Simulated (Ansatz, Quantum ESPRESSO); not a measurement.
# Ca2Si (Fm-3m): modes at Γ and the response to a field, part 2 of 3

Which modes does Ca2Si (Fm-3m) have at the zone centre?

Quantum ESPRESSO 7.5; DFT LDA, scalar-relativistic, plane waves, JTH PAW pseudopotentials.

So far. Step 2 (A probe with smearing): A gap of 0.50 eV opens on this mesh, so the crystal is taken as an insulator; the start stands at -2.7 GPa. Step 4 (Ground state): The cell stands at -0.048 GPa, close enough for phonons. The relaxed cell has a = 7.001 Å (conventional setting).

### 5. Linear response at Γ

At q = 0 one unit cell holds all displacements; symmetry groups them into irreducible representations that are solved one by one. The response to a field gives ε∞ and the Born charges, which polar modes need.

Contents of ph.in:

```
phonons
&inputph
   prefix = 'x'
   outdir = './tmp'
   fildyn = 'g.dyn'
   tr2_ph = 1.0d-18
   epsil = .true.
/
0.000000000000 0.000000000000 0.000000000000
```

The run is started by

```console
OMP_NUM_THREADS=1 mpirun -n 4 ph.x -nk 4 -in ph.in > ph.out
```

Output:

```text
[banners, grids, parts of the stress and lines that vanish by symmetry left out]
[banner, memory and clock lines left out]
Program PHONON v.7.5

     ./tmp/x.save/

     file Ca.upf: wavefunction(s)  4S 3P 0P 3D 0D renormalized
     file Si.upf: wavefunction(s)  0S 0P renormalized

     IMPORTANT: XC functional enforced from input :
     Exchange-correlation= PW
                           (   1   4   0   0   0   0   0)
     Any further DFT definition will be discarded
     Please, verify this is what you really want

     G-vector sticks info

     Check: negative core charge=   -0.000009

     negative rho (up, down):  6.865E-03 0.000E+00
     Reading collected, re-writing distributed wavefunctions in ./tmp/

     Number and degeneracy of irreps per q-point
       N         xq(1)         xq(2)         xq(3)   N irreps
       1   0.000000000   0.000000000   0.000000000       3
        3   3   3

     Calculation of q =    0.0000000   0.0000000   0.0000000

     phonons

     bravais-lattice index     =            2
     lattice parameter (alat)  =      13.2292  a.u.
     unit-cell volume          =     578.8120 (a.u.)^3
     number of atoms/cell      =            3
     number of atomic types    =            2
     kinetic-energy cut-off    =      40.0000  Ry
     charge density cut-off    =     200.0000  Ry
     convergence threshold     =      1.0E-18
     beta                      =       0.7000
     number of iterations used =            4
     Exchange-correlation= PW
                           (   1   4   0   0   0   0   0)

     celldm(1)=   13.22917  celldm(2)=    0.00000  celldm(3)=    0.00000
     celldm(4)=    0.00000  celldm(5)=    0.00000  celldm(6)=    0.00000

     crystal axes: (cart. coord. in units of alat)
               a(1) = ( -0.5000  0.0000  0.5000 )
               a(2) = (  0.0000  0.5000  0.5000 )
               a(3) = ( -0.5000  0.5000  0.0000 )

     reciprocal axes: (cart. coord. in units 2 pi/alat)
               b(1) = ( -1.0000 -1.0000  1.0000 )
               b(2) = (  1.0000  1.0000  1.0000 )
               b(3) = ( -1.0000  1.0000 -1.0000 )

     Atoms inside the unit cell:

     Cartesian axes

     site n.  atom      mass           positions (alat units)
        1  Ca     40.0780   tau(    1) = (   -0.25000    0.25000    0.25000  )
        2  Ca     40.0780   tau(    2) = (   -0.75000    0.75000    0.75000  )
        3  Si     28.0850   tau(    3) = (    0.00000    0.00000    0.00000  )

     Computing dynamical matrix for
                    q = (   0.0000000   0.0000000   0.0000000 )

     49 Sym.Ops. (with q -> -q+G )

     G cutoff =  886.6154  (  27581 G-vectors)     FFT grid: ( 45, 45, 45)
     G cutoff =  709.2923  (  19795 G-vectors)  smooth grid: ( 40, 40, 40)
     number of k points=    29
                       cart. coord. in units 2pi/alat
        k(    1) = (   0.0000000   0.0000000   0.0000000), wk =   0.0039062
        k(    2) = (  -0.1250000   0.1250000  -0.1250000), wk =   0.0312500
        k(    3) = (  -0.2500000   0.2500000  -0.2500000), wk =   0.0312500
        [... further k-points left out ...]

     PseudoPot. # 1 for Ca read from file:
     ./pseudo/Ca.upf
     Pseudo is Projector augmented-wave + core cor, Zval = 10.0
     Shape of augmentation charge: SINC**2
     Using radial grid of 1017 points,  6 beta functions with:
                l(1) =   0
                l(2) =   0
                l(3) =   1
                l(4) =   1
                l(5) =   2
                l(6) =   2
     Q(r) pseudized with 0 coefficients

     PseudoPot. # 2 for Si read from file:
     ./pseudo/Si.upf
     Pseudo is Projector augmented-wave + core cor, Zval =  4.0
     Shape of augmentation charge: BESSEL
     Using radial grid of  988 points,  4 beta functions with:
                l(1) =   0
                l(2) =   0
                l(3) =   1
                l(4) =   1
     Q(r) pseudized with 0 coefficients

     Mode symmetry, O_h (m-3m)  point group:

     Electric field:
     Dielectric constant
     Born effective charges as d Force / d E

     Atomic displacements:
     There are    3 irreducible representations

     Representation     1      3 modes -  To be done

     Representation     2      3 modes -  To be done

     Representation     3      3 modes -  To be done

     Alpha used in Ewald sum =   1.9000

     negative rho (up, down):  6.865E-03 0.000E+00

     Electric Fields Calculation

      iter #   1   av.it.:   7.4
      thresh= 1.000E-02 alpha_mix =  0.700 |ddv_scf|^2 =  8.576E-07

      iter #   2   av.it.:  16.5
      thresh= 9.260E-05 alpha_mix =  0.700 |ddv_scf|^2 =  2.567E-07

      iter #   3   av.it.:  15.4
      thresh= 5.066E-05 alpha_mix =  0.700 |ddv_scf|^2 =  4.843E-10

      iter #   4   av.it.:  16.7
      thresh= 2.201E-06 alpha_mix =  0.700 |ddv_scf|^2 =  2.673E-11

      iter #   5   av.it.:  16.8
      thresh= 5.170E-07 alpha_mix =  0.700 |ddv_scf|^2 =  9.160E-13

      iter #   6   av.it.:  16.3
      thresh= 9.571E-08 alpha_mix =  0.700 |ddv_scf|^2 =  1.012E-14

      iter #   7   av.it.:  16.7
      thresh= 1.006E-08 alpha_mix =  0.700 |ddv_scf|^2 =  1.662E-16

      iter #   8   av.it.:  16.8
      thresh= 1.289E-09 alpha_mix =  0.700 |ddv_scf|^2 =  1.079E-18

      iter #   9   av.it.:  17.1
      thresh= 1.039E-10 alpha_mix =  0.700 |ddv_scf|^2 =  4.374E-21

     End of electric fields calculation

          Dielectric constant in cartesian axis

          (      15.259806708      -0.000000000       0.000000000 )
          (      -0.000000000      15.259806708       0.000000000 )
          (       0.000000000       0.000000000      15.259806708 )

          Effective charges (d Force / dE) in cartesian axis without acoustic sum rule applied (asr)

           atom    1  Ca    Mean Z*:        1.97099
      Ex  (        1.97099       -0.00000       -0.00000 )
      Ey  (       -0.00000        1.97099       -0.00000 )
      Ez  (        0.00000       -0.00000        1.97099 )
           atom    2  Ca    Mean Z*:        1.97099
      Ex  (        1.97099       -0.00000        0.00000 )
      Ey  (       -0.00000        1.97099        0.00000 )
      Ez  (       -0.00000        0.00000        1.97099 )
           atom    3  Si    Mean Z*:       -3.96272
      Ex  (       -3.96272        0.00000       -0.00000 )
      Ey  (        0.00000       -3.96272        0.00000 )
      Ez  (       -0.00000        0.00000       -3.96272 )

          Effective charges Sum: Mean:       -0.02073
             -0.02073       -0.00000       -0.00000
             -0.00000       -0.02073        0.00000
             -0.00000        0.00000       -0.02073

          Effective charges (d Force / dE) in cartesian axis with asr applied:
           atom    1  Ca    Mean Z*:        1.97790
      E*x (        1.97790       -0.00000       -0.00000 )
      E*y (       -0.00000        1.97790       -0.00000 )
      E*z (        0.00000       -0.00000        1.97790 )
           atom    2  Ca    Mean Z*:        1.97790
      E*x (        1.97790       -0.00000        0.00000 )
      E*y (        0.00000        1.97790        0.00000 )
      E*z (       -0.00000        0.00000        1.97790 )
           atom    3  Si    Mean Z*:       -3.95581
      E*x (       -3.95581        0.00000       -0.00000 )
      E*y (        0.00000       -3.95581        0.00000 )
      E*z (       -0.00000        0.00000       -3.95581 )

     Representation #   1 modes #   1   2   3

     Self-consistent Calculation

      iter #   1   av.it.:   7.9
      thresh= 1.000E-02 alpha_mix =  0.700 |ddv_scf|^2 =  9.642E-07

      iter #   2   av.it.:  15.6
      thresh= 9.819E-05 alpha_mix =  0.700 |ddv_scf|^2 =  2.417E-07

      iter #   3   av.it.:  15.9
      thresh= 4.917E-05 alpha_mix =  0.700 |ddv_scf|^2 =  1.437E-11

      iter #   4   av.it.:  17.6
      thresh= 3.790E-07 alpha_mix =  0.700 |ddv_scf|^2 =  3.296E-12

      iter #   5   av.it.:  16.4
      thresh= 1.816E-07 alpha_mix =  0.700 |ddv_scf|^2 =  3.008E-14

[...]
End of self-consistent calculation

     Convergence has been achieved

     Representation #   2 modes #   4   5   6

     Self-consistent Calculation

[...]
End of self-consistent calculation

     Convergence has been achieved

     Representation #   3 modes #   7   8   9

     Self-consistent Calculation

[...]
iter #   2   av.it.:  16.7
      thresh= 7.140E-05 alpha_mix =  0.700 |ddv_scf|^2 =  9.520E-08

      iter #   3   av.it.:  17.1
      thresh= 3.085E-05 alpha_mix =  0.700 |ddv_scf|^2 =  1.232E-09

      iter #   4   av.it.:  16.3
      thresh= 3.511E-06 alpha_mix =  0.700 |ddv_scf|^2 =  1.513E-11

      iter #   5   av.it.:  16.8
      thresh= 3.890E-07 alpha_mix =  0.700 |ddv_scf|^2 =  4.588E-14

      iter #   6   av.it.:  17.7
      thresh= 2.142E-08 alpha_mix =  0.700 |ddv_scf|^2 =  1.416E-15

      iter #   7   av.it.:  16.1
      thresh= 3.763E-09 alpha_mix =  0.700 |ddv_scf|^2 =  1.622E-17

      iter #   8   av.it.:  17.5
      thresh= 4.028E-10 alpha_mix =  0.700 |ddv_scf|^2 =  1.843E-19

     End of self-consistent calculation

     Convergence has been achieved

     Number of q in the star =    1
     List of q in the star:
          1   0.000000000   0.000000000   0.000000000

          Dielectric constant in cartesian axis

          (      15.259806708      -0.000000000       0.000000000 )
          (      -0.000000000      15.259806708       0.000000000 )
          (       0.000000000       0.000000000      15.259806708 )

          Effective charges (d Force / dE) in cartesian axis without acoustic sum rule applied (asr)

           atom    1  Ca    Mean Z*:        1.97099
      Ex  (        1.97099       -0.00000       -0.00000 )
      Ey  (       -0.00000        1.97099       -0.00000 )
      Ez  (        0.00000       -0.00000        1.97099 )
           atom    2  Ca    Mean Z*:        1.97099
      Ex  (        1.97099       -0.00000        0.00000 )
      Ey  (       -0.00000        1.97099        0.00000 )
      Ez  (       -0.00000        0.00000        1.97099 )
           atom    3  Si    Mean Z*:       -3.96272
      Ex  (       -3.96272        0.00000       -0.00000 )
      Ey  (        0.00000       -3.96272        0.00000 )
      Ez  (       -0.00000        0.00000       -3.96272 )

          Effective charges Sum: Mean:       -0.02073
             -0.02073       -0.00000       -0.00000
             -0.00000       -0.02073        0.00000
             -0.00000        0.00000       -0.02073

          Effective charges (d Force / dE) in cartesian axis with asr applied:
           atom    1  Ca    Mean Z*:        1.97790
      E*x (        1.97790       -0.00000       -0.00000 )
      E*y (       -0.00000        1.97790       -0.00000 )
      E*z (        0.00000       -0.00000        1.97790 )
           atom    2  Ca    Mean Z*:        1.97790
      E*x (        1.97790       -0.00000        0.00000 )
      E*y (        0.00000        1.97790        0.00000 )
      E*z (       -0.00000        0.00000        1.97790 )
           atom    3  Si    Mean Z*:       -3.95581
      E*x (       -3.95581        0.00000       -0.00000 )
      E*y (        0.00000       -3.95581        0.00000 )
      E*z (       -0.00000        0.00000       -3.95581 )

     Diagonalizing the dynamical matrix

     q = (    0.000000000   0.000000000   0.000000000 )

 **************************************************************************
     freq (    1) =       0.080148 [THz] =       2.673446 [cm-1]
     freq (    2) =       0.080148 [THz] =       2.673446 [cm-1]
     freq (    3) =       0.080148 [THz] =       2.673446 [cm-1]
     freq (    4) =       5.860930 [THz] =     195.499593 [cm-1]
     freq (    5) =       5.860930 [THz] =     195.499593 [cm-1]
     freq (    6) =       5.860930 [THz] =     195.499593 [cm-1]
     freq (    7) =       6.856480 [THz] =     228.707541 [cm-1]
     freq (    8) =       6.856480 [THz] =     228.707541 [cm-1]
     freq (    9) =       6.856480 [THz] =     228.707541 [cm-1]
 **************************************************************************

     Mode symmetry, O_h (m-3m)  point group:

     freq (   1-   3) =          2.7  [cm-1]   --> T_1u G_15  G_4- I
     freq (   4-   6) =        195.5  [cm-1]   --> T_2g G_25' G_5+ R
     freq (   7-   9) =        228.7  [cm-1]   --> T_1u G_15  G_4- I
```

Elapsed: 4.5 min, on 4 MPI ranks of Arm Neoverse V1, shared host; 18 min of CPU time.

This step gave:

* miss of the charge sum rule: 0.02074 e
* largest acoustic frequency at the zone centre before the sum rule: 2.67 cm⁻¹
* highest optical zone-centre mode (no LO-TO term): 228.7 cm⁻¹
* lowest optical zone-centre mode: 195.5 cm⁻¹
* mean high-frequency dielectric constant: 15.26
* largest Born charge in size (third of the trace): 3.963 e

Born charge (rows field, columns displacement), before the sum rule (e), principal values of the symmetric part by kind of site:

| atom | atoms with these values | low | middle | high | mean |
| --- | --- | --- | --- | --- | --- |
| Ca1 | 2 | 1.97 | 1.97 | 1.97 | 1.97 |
| Si3 | 1 | -3.96 | -3.96 | -3.96 | -3.96 |

In full for Ca1:

```
1.97 0.00 0.00
0.00 1.97 0.00
0.00 0.00 1.97
```

High-frequency dielectric tensor:

```
15.26  0.00  0.00
 0.00 15.26  0.00
 0.00  0.00 15.26
```

The acoustic modes at Γ come out as far as 2.7 cm⁻¹ from zero, where they should vanish, a small numerical error; the Born charges miss their sum rule by 0.021 e, which is fair.

### 6. Modes with the sum rule

A rigid shift of the crystal must cost nothing, but grids and finite bases break this; the acoustic sum rule is imposed before the matrix is diagonalised again. With Born charges the intensities follow, and the static dielectric tensor.

Contents of dynmat.in:

```
&input
   fildyn = 'g.dyn'
   asr = 'simple'
   fileig = 'dynmat.eig'
   lperm = .true.
/
```

The run is started by

```console
dynmat.x -in dynmat.in > dynmat.out
```

Output:

```text
[banner, memory and clock lines left out]
Program DYNMAT v.7.5

     Reading Dynamical Matrix from file g.dyn
     ...Force constants read
     ...epsilon and Z* read
     A direction for q was not specified:TO-LO splitting will be absent

     Polarizability (A^3 units)
     multiply by 0.173814 for Clausius-Mossotti correction
        97.329553   -0.000000    0.000000
        -0.000000   97.329553    0.000000
         0.000000    0.000000   97.329553

     IR activities are in (D/A)^2/amu units

# mode   [cm-1]    [THz]      IR
    1      0.00    0.0000    0.0000
    2      0.00    0.0000    0.0000
    3      0.00    0.0000    0.0000
    4    195.48    5.8604    0.0000
    5    195.48    5.8604    0.0000
    6    195.48    5.8604    0.0000
    7    228.69    6.8560   17.3588
    8    228.69    6.8560   17.3588
    9    228.69    6.8560   17.3588

Electronic dielectric permittivity tensor (relative, adimensional)
        15.259807   -0.000000    0.000000
        -0.000000   15.259807    0.000000
         0.000000    0.000000   15.259807

 ... with zone-center polar mode contributions
        23.513168   -0.000000   -0.000000
        -0.000000   23.513168   -0.000000
        -0.000000   -0.000000   23.513168

[end of the log left out, with the tail of the file of modes that dynmat.x writes under the same name]
```

Elapsed: 0.46 s, on 1 thread.

This step gave:

- mean static dielectric constant: 23.51

Unit eigenvectors of the mass-weighted matrix after the sum rule; no LO-TO term. The modes at Γ (shares of kinetic energy by element, %):

| mode | frequency (cm⁻¹) | symmetry | Ca % | Si % |
| --- | --- | --- | --- | --- |
| 1 | 0.0 | acoustic | 74 | 26 |
| 2 | 0.0 | acoustic | 74 | 26 |
| 3 | 0.0 | acoustic | 74 | 26 |
| 4 | 195.5 | T2g | 100 | 0 |
| 5 | 195.5 | T2g | 100 | 0 |
| 6 | 195.5 | T2g | 100 | 0 |
| 7 | 228.7 | T1u | 26 | 74 |
| 8 | 228.7 | T1u | 26 | 74 |
| 9 | 228.7 | T1u | 26 | 74 |

Displacements in mode 4 (195.5 cm⁻¹), the largest set to 1:
```
Ca1  0.62  1.00  0.00
Ca2 -0.62 -1.00  0.00
Si3  0.00  0.00  0.00
```

Displacements in mode 8 (228.7 cm⁻¹), the largest set to 1:
```
Ca1  0.00 -0.02 -0.35
Ca2  0.00 -0.02 -0.35
Si3  0.00  0.04  1.00
```

Degenerate modes summed, no LO-TO term. Infrared lines, with heights relative to the strongest:

| position (cm⁻¹) | lines merged | label | IR intensity, relative |
| --- | --- | --- | --- |
| 195 | 3 | T2g | 0.0 |
| 229 | 3 | T1u | 100 |

Static dielectric tensor (ions relaxed, fixed cell):

```
23.51  0.00  0.00
 0.00 23.51  0.00
 0.00  0.00 23.51
```

The rule moves no optical mode by more than 0.1 cm⁻¹.

### 7. Sum rules set otherwise (asr crystal)

The rule can be imposed in more than one way; the choices should agree where the raw error is small.

Contents of dynmat.in:

```
&input
   fildyn = 'g.dyn'
   asr = 'crystal'
   fileig = 'dynmat.eig'
   lperm = .true.
/
```

The run is started by

```console
dynmat.x -in dynmat.in > dynmat.out
```

Output:

```text
[banner, memory and clock lines left out]
Program DYNMAT v.7.5

     Reading Dynamical Matrix from file g.dyn
     ...Force constants read
     ...epsilon and Z* read
     Acoustic Sum Rule: || Z*(ASR) - Z*(orig)|| =    2.073010E-02
     Acoustic Sum Rule: ||dyn(ASR) - dyn(orig)||=    3.469818E-05
     A direction for q was not specified:TO-LO splitting will be absent

     Polarizability (A^3 units)
     multiply by 0.173814 for Clausius-Mossotti correction
        97.329553   -0.000000    0.000000
        -0.000000   97.329553    0.000000
         0.000000    0.000000   97.329553

     IR activities are in (D/A)^2/amu units

# mode   [cm-1]    [THz]      IR
    1     -0.00   -0.0000    0.0000
    2      0.00    0.0000    0.0000
    3      0.00    0.0000    0.0000
    4    195.50    5.8609    0.0000
    5    195.50    5.8609    0.0000
    6    195.50    5.8609    0.0000
    7    228.71    6.8565   17.3588
    8    228.71    6.8565   17.3588
    9    228.71    6.8565   17.3588

Electronic dielectric permittivity tensor (relative, adimensional)
        15.259807   -0.000000    0.000000
        -0.000000   15.259807    0.000000
         0.000000    0.000000   15.259807

 ... with zone-center polar mode contributions
        23.512016   -0.000000    0.000000
        -0.000000   23.512016    0.000000
         0.000000    0.000000   23.512016

[end of the log left out, with the tail of the file of modes that dynmat.x writes under the same name]
```

It took 0.45 s on 1 thread.

Zone-centre frequencies as printed; negative means imaginary. Modes:

| mode | frequency (cm⁻¹) |
| --- | --- |
| 1 | 0 |
| 2 | 0 |
| 3 | 0 |
| 4 | 195.5 |
| 5 | 195.5 |
| 6 | 195.5 |
| 7 | 228.7 |
| 8 | 228.7 |
| 9 | 228.7 |

Against the first rule no mode moves by more than 0.1 cm⁻¹.

### 8. Sum rules set otherwise: a sum rule for molecules or wires on a crystal

This rule also removes rotations, which suits wires and not a crystal; it is tried to see the harm.

Contents of dynmat.in:

```
&input
   fildyn = 'g.dyn'
   asr = 'one-dim'
   fileig = 'dynmat.eig'
   lperm = .true.
/
```

The run is started by

```console
dynmat.x -in dynmat.in > dynmat.out
```

Output:

```text
[banner, memory and clock lines left out]
Program DYNMAT v.7.5

     Reading Dynamical Matrix from file g.dyn
     ...Force constants read
     ...epsilon and Z* read
asr rotation axis in 1D system=    3
     Acoustic Sum Rule: || Z*(ASR) - Z*(orig)|| =    3.662427E+00
     Acoustic Sum Rule: ||dyn(ASR) - dyn(orig)||=    1.203795E-01
     A direction for q was not specified:TO-LO splitting will be absent

     Polarizability (A^3 units)
     multiply by 0.173814 for Clausius-Mossotti correction
        97.329553   -0.000000    0.000000
        -0.000000   97.329553    0.000000
         0.000000    0.000000   97.329553

     IR activities are in (D/A)^2/amu units

# mode   [cm-1]    [THz]      IR
    1     -0.00   -0.0000    0.0000
    2     -0.00   -0.0000    0.0000
    3     -0.00   -0.0000    0.0000
    4      0.00    0.0000    0.0000
    5    195.50    5.8609    0.0000
    6    195.50    5.8609    0.0000
    7    209.96    6.2945    6.4975
    8    228.71    6.8565   17.3588
    9    228.71    6.8565   17.3588

Electronic dielectric permittivity tensor (relative, adimensional)
        15.259807   -0.000000    0.000000
        -0.000000   15.259807    0.000000
         0.000000    0.000000   15.259807

 ... with zone-center polar mode contributions
        21.218436   -2.293579   -0.000000
        -2.293579   21.218436    0.000000
        -0.000000    0.000000   23.512016

[end of the log left out, with the tail of the file of modes that dynmat.x writes under the same name]
```

Wall time 0.45 s (1 thread).

The run ended normally, but on settings that are not sound.

The fault: a sum rule for molecules or wires on a crystal; 1 optical mode is projected out to zero frequency, as if it were a rotation, and the static dielectric tensor is spoilt.

For a crystal the rule has to be 'simple' or 'crystal'.

Zone-centre frequencies as printed; negative means imaginary. Modes:

| mode | frequency (cm⁻¹) |
| --- | --- |
| 1 | 0 |
| 2 | 0 |
| 3 | 0 |
| 4 | 0 |
| 5 | 195.5 |
| 6 | 195.5 |
| 7 | 210 |
| 8 | 228.7 |
| 9 | 228.7 |

(Continued in part 3 of 3.)

[Host names and launcher messages were left out of these logs when they were recorded.]

[Logs are printed without paths, hosts, clocks, repeated set-up lines and the standing remarks that a program may print on its own settings, such as how far it seeks lower states.]

[Hosts, paths, dates, database ids (printed as entryN), source tags and the programs' standing remarks are cut or masked in the printed files.]
